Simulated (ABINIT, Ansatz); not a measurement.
Planning a run of ABINIT 10.8.3 on CsVN2 (Fd-3m). The input:

```
acell 3*1.0 Angstrom
rprim 
  0.000000000000 4.171935907400 4.171935907400
  4.171935907400 0.000000000000 4.171935907400
  4.171935907400 4.171935907400 0.000000000000
ntypat 3
znucl 55 23 7
natom 8
typat 1 1 2 2 3 3 3 3
xred 
  0.250000000000 0.250000000000 0.250000000000
  -0.000000000000 0.000000000000 -0.000000000000
  0.750000000000 0.750000000000 0.750000000000
  0.500000000000 0.500000000000 0.500000000000
  0.625000000000 0.625000000000 0.625000000000
  0.125000000000 0.625000000000 0.625000000000
  0.625000000000 0.125000000000 0.625000000000
  0.625000000000 0.625000000000 0.125000000000
pp_dirpath "pseudos"
pseudos "Cs.upf, V.upf, N.upf"
ecut 38
ngkpt 2 2 2
nshiftk 1
shiftk 0 0 0
kptopt 1
chksymbreak 0
istwfk *1
occopt 1
irdwfk 1
optdriver 3
nband 128
ecuteps 4.2
inclvkb 2
awtr 1
symchi 1
indata_prefix "in"
outdata_prefix "out"
tmpdata_prefix "tmp"
```

```sh
OMP_NUM_THREADS=1 mpirun -n 4 abinit run.abi > log
```

Q: How long will it take on 4 MPI ranks of Arm Neoverse N1, shared host, and how much memory?

It took 81 s; on shared hardware allow 40 s to 2.7 min. Peak host memory was 2.4 GiB.

[Paths, hosts, dates, memory and timing lines, banners, echoed tables and standing remarks are left out of the program output.]

[Logs are printed without paths, hosts, clocks, repeated set-up lines and the standing remarks that a program may print on its own settings, such as how far it seeks lower states.]

[Runs of the session that timed out or met a known fault of the program may be left out.]

[Hosts, paths, dates, database ids (printed as entryN), source tags and the programs' standing remarks are cut or masked in the printed files.]

[G0W0 gaps are taken among the corrected bands and points alone; a level outside them can change the order at an edge.]

[Where Ansatz stands beside ABINIT at settings called matched, ABINIT's density can come from a denser mesh and the files from another edition; pairs whose starting gaps differed by over 0.03 eV were left out, so agreement reads better than it is.]
